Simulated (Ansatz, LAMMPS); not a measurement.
# Forces and charges in glassy 63SiO2-14B2O3-11Na2O-11CaO (mol %) (111 atoms), part 2 of 2

What does DFT give for glassy 63SiO2-14B2O3-11Na2O-11CaO (mol %) (111 atoms) as built?

Ansatz 0.2.0; Kohn-Sham DFT, PBEsol, PAW (set soft_2), plane waves.

The cell: 22 Si, 10 B, 8 Na, 4 Ca and 67 O. The quench rate of 10 K/ps far exceeds what a furnace or splat quench reaches. The starting topology of bonds comes from the classical model. Sampling is at Γ alone, for a cell whose shortest periodic width is 11 Å.

So far. Step 3 (Plane-wave single point): Between -26 and -10 eV lie 223 more states.

## (3) Plane-wave single point (continued)

Valence density in the bc plane at fractional x = 0.009, with atoms of Si and B and Na and Ca and O within 0.2 Å of it. It is the smooth field of the valence electrons, not physical close to the nuclei.

Ten steps, logarithmic in the rise over the least value, from '_' (0 e/Å³) to '@' (11 e/Å³), each cell a mean:
```
__________::--++++====++##%%%%++--........____::--++++==::..__
__________..::--==----++##%%%%++--..____________..::::....____
..........::==++++++----==++++--::....__________......________
..........--**####**--....::::::--====--..______::--::..____..
........::--++####++::........::==++**==::______::--::..__....
..____....::--====--....::::::::--++++==::..____......______..
________..............::--====--::::::::....__________________
________......______..::==++==--::........____________________
________....__________..------::::......______::====::________
....::....______________......::::----::..__..++@@@@##::______
--++++==::..........________..::++####++--....**@@@@##::____..
++%%%%##==::::----::..______..--**%%%%##--..__::++++--..__..::
++%%%%**==::--====--::..____..::++####++--..______________..::
--++++==::..::====--::::::::::::--====--::..________________..
............::----::::--++****==--::::::::::..________________
________..::----::..::==##%%%%**==::--==++++--::______......__
______..::==**++==--::==**####++--::==**####**--..____..::::__
______..==##%%##++--::::--====--..::--**%%%%**--..____......__
____..::==**##**==::______....____..::--++++==::______________
....::--==++++==::..______________..::::::::..________________
..::--------==--::..____________..--++**++--..______..________
..::------==****++--..__________::++%%%%##++::..::----::......
......::::++##%%%%++::......::..::++##%%##++::::==****++::..__
________..==##%%##++----==++++--::--++**++--..::++####++--..__
```
Columns run along b (11.1 Å), rows up along c (11.1 Å). Atoms in or near the plane, at fractional coordinates: Si at (0.30, 0.36), B at (0.31, 0.94), B at (0.14, 0.14), Na at (0.80, 0.57), Ca at (0.62, 0.08), O at (0.44, 0.33), O at (0.58, 0.51), O at (0.24, 0.04), O at (0.44, 0.95), O at (0.06, 0.49).

Electrostatic potential energy in the bc plane at fractional x = 0.009, with atoms of Si and B and Na and Ca and O within 0.2 Å of it. With pseudopotentials it is smooth inside the atoms' cores, unlike the true potential.

Ten even steps from '0' (-44 eV) to '9' (11 eV), each cell a mean:
```
9999999751153016988788999778999
9999999840043116988888999999999
9999998655578778888888888888999
9999985115999998765678888778889
9999885237999998633578888778888
8999888889999998644688998888888
9999999999999889877889999888888
9999999999998789988999998888899
9999999999999999989999987678899
9999999999999999888999850047899
9768999999999999733699850037999
6113899999999999500389886678999
6214899888899999733689998889999
9778999754579998633579999999999
9999998510057557300168999998899
9999998500043014410267999988888
9999986543475236765512599988788
9999941278899889988611599988888
9998742489999999999877899999899
9985236899999999988888999999999
9972005899999999864347899999999
9986345569999998730004799999999
9999872027999999730004898547999
9999994126788779864347897326999
```
Columns run along b (11.1 Å; values clipped at the 3rd and 97th percentile), rows up along c (11.1 Å). Atoms in or near the plane, at fractional coordinates: Si at (0.30, 0.36), B at (0.31, 0.94), B at (0.14, 0.14), Na at (0.80, 0.57), Ca at (0.62, 0.08), O at (0.44, 0.33), O at (0.58, 0.51), O at (0.24, 0.04), O at (0.44, 0.95), O at (0.06, 0.49).

Mean Löwdin charges: B +0.57, Ca +1.76, Na +0.80, O -0.73, Si +1.69 e (they miss 1.2 % of the electrons, so they add up to more than the cell's charge).

## (4) Local order

These statistics describe the geometry on which the runs were made.

Density 2.61 g/cm³, 12.28 Å³ an atom.

Pair distribution functions g(r), in bins of 0.2 Å:

| r (Å) | total | O-O | O-Si | O-B | O-Na | O-Ca | Si-Si |
| --- | --- | --- | --- | --- | --- | --- | --- |
| 1.30 | 0.37 | 0.00 | 0.00 | 3.42 | 0.00 | 0.00 | 0.00 |
| 1.50 | 1.54 | 0.00 | 1.78 | 10.30 | 0.00 | 0.00 | 0.00 |
| 1.70 | 2.48 | 0.00 | 10.37 | 0.00 | 0.00 | 0.00 | 0.00 |
| 1.90 | 0.00 | 0.00 | 0.00 | 0.00 | 0.00 | 0.00 | 0.00 |
| 2.10 | 0.00 | 0.00 | 0.00 | 0.00 | 0.00 | 0.00 | 0.00 |
| 2.30 | 0.55 | 0.94 | 0.00 | 0.15 | 1.10 | 2.21 | 0.00 |
| 2.50 | 1.35 | 2.31 | 0.00 | 0.26 | 2.44 | 5.21 | 0.00 |
| 2.70 | 1.44 | 3.19 | 0.10 | 0.21 | 1.53 | 0.81 | 0.00 |
| 2.90 | 0.84 | 0.90 | 0.30 | 0.19 | 0.83 | 0.48 | 2.07 |
| 3.10 | 0.91 | 0.82 | 0.57 | 0.34 | 0.83 | 0.40 | 3.03 |
| 3.30 | 0.91 | 0.68 | 1.05 | 1.03 | 0.93 | 0.19 | 1.06 |
| 3.50 | 0.90 | 0.53 | 1.22 | 1.19 | 0.99 | 0.65 | 0.00 |
| 3.70 | 1.08 | 0.71 | 1.38 | 1.90 | 0.66 | 0.90 | 0.99 |
| 3.90 | 1.21 | 0.84 | 1.69 | 2.18 | 0.80 | 1.32 | 0.60 |
| 4.10 | 1.05 | 0.40 | 1.81 | 1.70 | 1.01 | 0.84 | 1.21 |
| 4.30 | 1.01 | 0.93 | 1.30 | 0.79 | 0.94 | 1.19 | 1.47 |
| 4.50 | 0.95 | 1.23 | 0.64 | 0.72 | 1.35 | 0.61 | 1.00 |
| 4.70 | 0.99 | 1.42 | 0.60 | 0.55 | 1.10 | 1.17 | 0.80 |
| 4.90 | 1.11 | 1.52 | 0.75 | 0.47 | 1.18 | 1.35 | 1.41 |
| 5.10 | 0.99 | 1.25 | 0.66 | 0.90 | 0.94 | 0.94 | 1.38 |
| 5.30 | 0.97 | 1.00 | 1.02 | 0.75 | 0.87 | 0.93 | 1.11 |

Bonds by pair of elements; cutoffs follow the first minimum of g(r), held within bounds set by covalent radii, and pairs that aren't listed don't count as bonded:

| pair A-B | cutoff (Å) | bonds | mean length (Å) | spread (Å) | shortest (Å) | B about A | A about B |
| --- | --- | --- | --- | --- | --- | --- | --- |
| O-Si | 2.08 | 88 | 1.64 | 0.03 | 1.57 | 1.31 | 4 |
| O-B | 1.83 | 35 | 1.44 | 0.052 | 1.36 | 0.522 | 3.5 |
| O-Na | 2.88 | 33 | 2.55 | 0.144 | 2.29 | 0.493 | 4.12 |
| O-Ca | 3.02 | 27 | 2.53 | 0.162 | 2.33 | 0.403 | 6.75 |

How many atoms have how many bonded neighbours:

| element | mean | 2 | 3 | 4 | 5 | 6 | 7 | 8 |
| --- | --- | --- | --- | --- | --- | --- | --- | --- |
| B | 3.5 | 0 | 5 | 5 | 0 | 0 | 0 | 0 |
| Ca | 6.75 | 0 | 0 | 0 | 0 | 2 | 1 | 1 |
| Na | 4.12 | 0 | 2 | 3 | 3 | 0 | 0 | 0 |
| O | 2.73 | 32 | 23 | 10 | 2 | 0 | 0 | 0 |
| Si | 4 | 0 | 0 | 22 | 0 | 0 | 0 | 0 |

Bond angles (no mean is given where the spread exceeds 20°):

| angle | count | mean (°) | spread (°) |
| --- | --- | --- | --- |
| O-Si-O | 132 | 109 | 6.3 |
| O-Ca-O | 79 | - | - |
| O-Na-O | 54 | - | - |
| O-B-O | 45 | 113 | 6.3 |
| Na-O-Si | 40 | 112 | 19.5 |

Oxygen atoms by the number of network formers (Si, P, Ge, B, Al, As, Ga) bound to them:

| network formers bound to O | O atoms | per cent |
| --- | --- | --- |
| 0 | 0 | 0 |
| 1 | 11 | 16.4 |
| 2 | 56 | 83.6 |

Network units: each former by its oxygen neighbours and how many of them bridge to another former:

| former | O neighbours | bridging O | atoms |
| --- | --- | --- | --- |
| Si | 4 | 2 | 2 |
| Si | 4 | 3 | 4 |
| Si | 4 | 4 | 16 |
| B | 3 | 2 | 2 |
| B | 3 | 3 | 3 |
| B | 4 | 3 | 1 |
| B | 4 | 4 | 4 |

Bond length by coordination (bonds to H left out):

| element | coordination | atoms | mean bond length (Å) |
| --- | --- | --- | --- |
| B | 3 | 5 | 1.4 |
| B | 4 | 5 | 1.48 |
| Ca | 6 | 2 | 2.52 |
| Ca | 7 | 1 | 2.45 |
| Ca | 8 | 1 | 2.60 |
| Na | 3 | 2 | 2.6 |
| Na | 4 | 3 | 2.52 |
| Na | 5 | 3 | 2.55 |
| O | 2 | 32 | 1.59 |
| O | 3 | 23 | 1.94 |
| O | 4 | 10 | 2.19 |
| O | 5 | 2 | 2.34 |

Rings of the network by King's shortest-path rule, up to 12 atoms, one path for each pair of neighbours; H, halogens, alkali and alkaline-earth atoms are left out, and the last column divides by all other atoms, bonded or not:

| ring size (atoms) | rings | per network atom |
| --- | --- | --- |
| 6 | 2 | 0.02 |
| 8 | 3 | 0.03 |
| 10 | 4 | 0.04 |
| 12 | 10 | 0.101 |

First main peaks of g(r), for some of the pairs, lie near 2.7 Å (O-O), 1.6 Å (O-Si), 1.4 Å (O-B), 2.5 Å (O-Na), 2.5 Å (O-Ca) and 3.0 Å (Si-Si). Counting bonds as in the table, 50 % of B atoms have 3 and as many 4, 50 % of Ca atoms have 6, 38 % of Na atoms have 4 and as many 5 and 48 % of O atoms have 2 bonded neighbours. The O-Si-O angle averages 109° with a spread of 6°. 84 % of the oxygens bridge two formers (Si and B) and 16 % are non-bridging. The commonest Si unit has 4 oxygens, 4 of them shared with other formers (16 of 22 atoms). Rings of 12 atoms are the most common (53 % of those counted); sizes run from 6 to 12, where the search stops.

A closer look about O82, whose charge lies farthest from its element's mean: 13 atoms, nearest first, numbered in the order of the input, with positions taken from that point.

| atom | x | y | z | distance (Å) | bonds | Löwdin charge (e) | Fx | Fy | Fz (eV/Å) |
| --- | --- | --- | --- | --- | --- | --- | --- | --- | --- |
| O82 | 0.00 | 0.00 | 0.00 | 0.00 | 2 | -0.43 | 0.10 | 1.22 | -0.75 |
| B24 | -0.20 | 0.84 | -1.10 | 1.40 | 3 | 0.56 | 1.08 | -1.50 | 2.94 |
| B27 | -0.01 | -1.03 | 1.09 | 1.50 | 4 | 0.58 | -1.28 | 1.15 | -2.13 |
| O67 | -0.32 | 0.13 | -2.32 | 2.35 | 3 | -0.65 | -1.09 | 0.62 | -0.85 |
| O54 | -0.31 | -0.35 | 2.32 | 2.37 | 2 | -0.60 | 0.33 | 0.35 | 1.06 |
| O91 | -1.08 | -2.01 | 0.76 | 2.41 | 2 | -0.63 | -0.58 | -2.23 | -0.25 |
| O48 | 1.28 | -1.79 | 1.00 | 2.42 | 4 | -0.67 | 0.59 | -0.79 | 1.09 |
| O106 | 0.06 | 2.22 | -1.02 | 2.44 | 4 | -0.84 | 0.34 | 0.98 | -0.34 |
| O47 | -2.36 | 1.46 | -0.56 | 2.83 | 2 | -0.56 | -1.03 | -1.61 | -0.30 |
| Si16 | 1.06 | -0.61 | -2.81 | 3.06 | 4 | 1.63 | 2.33 | -3.10 | 1.24 |
| O51 | 1.22 | -2.13 | -2.08 | 3.21 | 4 | -0.98 | -1.02 | -0.10 | -0.81 |
| O46 | 2.28 | 0.35 | -2.26 | 3.23 | 3 | -0.68 | -0.09 | 0.87 | 0.31 |
| Si4 | 2.82 | -1.31 | 1.03 | 3.28 | 4 | 1.70 | -0.79 | 4.30 | -0.59 |

The column of bonds counts only the pairs O-Si within 2.08 Å, O-B within 1.83 Å, O-Na within 2.88 Å, O-Ca within 3.02 Å; other neighbours, such as metal atoms beside each other in a compound, aren't counted, and periodic images can show an atom twice.

## (5) Outcome

```
free energy per atom                             : -647.4471 eV/atom
pressure                                         : -3.09 GPa
r.m.s. force component                           : 1.133 eV/Å
gap (highest filled to lowest empty level) : 2.384 eV
wall time of the 1 DFT run                       : 24 s
```

**Reading.** Between filled and empty levels lie 2.38 eV (at Γ alone); a semilocal functional tends to put such gaps too low. In a disordered cell it changes from sample to sample, and tail or defect levels can set it. Counting bonds as in the table, 50 % of B atoms have 3 and as many 4, 50 % of Ca atoms have 6, 38 % of Na atoms have 4 and as many 5 and 48 % of O atoms have 2 bonded neighbours. 84 % of the oxygens bridge two formers (Si and B) and 16 % are non-bridging.

**Limits.** The force components of 1.1 eV/Å r.m.s. come partly from thermal motion and partly from the difference between the classical potential and DFT. The stress is far from hydrostatic: its diagonal is -1.7, -5.2, -2.3 GPa, compression counted positive. The pressure of -3.1 GPa is that of one thermal frame, in which the classical model's bond lengths enter as well as the volume, without the kinetic term.

[Logs are printed without paths, hosts, clocks, repeated set-up lines and the standing remarks that a program may print on its own settings, such as how far it seeks lower states.]

[Hosts, paths, dates, database ids (printed as entryN), source tags and the programs' standing remarks are cut or masked in the printed files.]
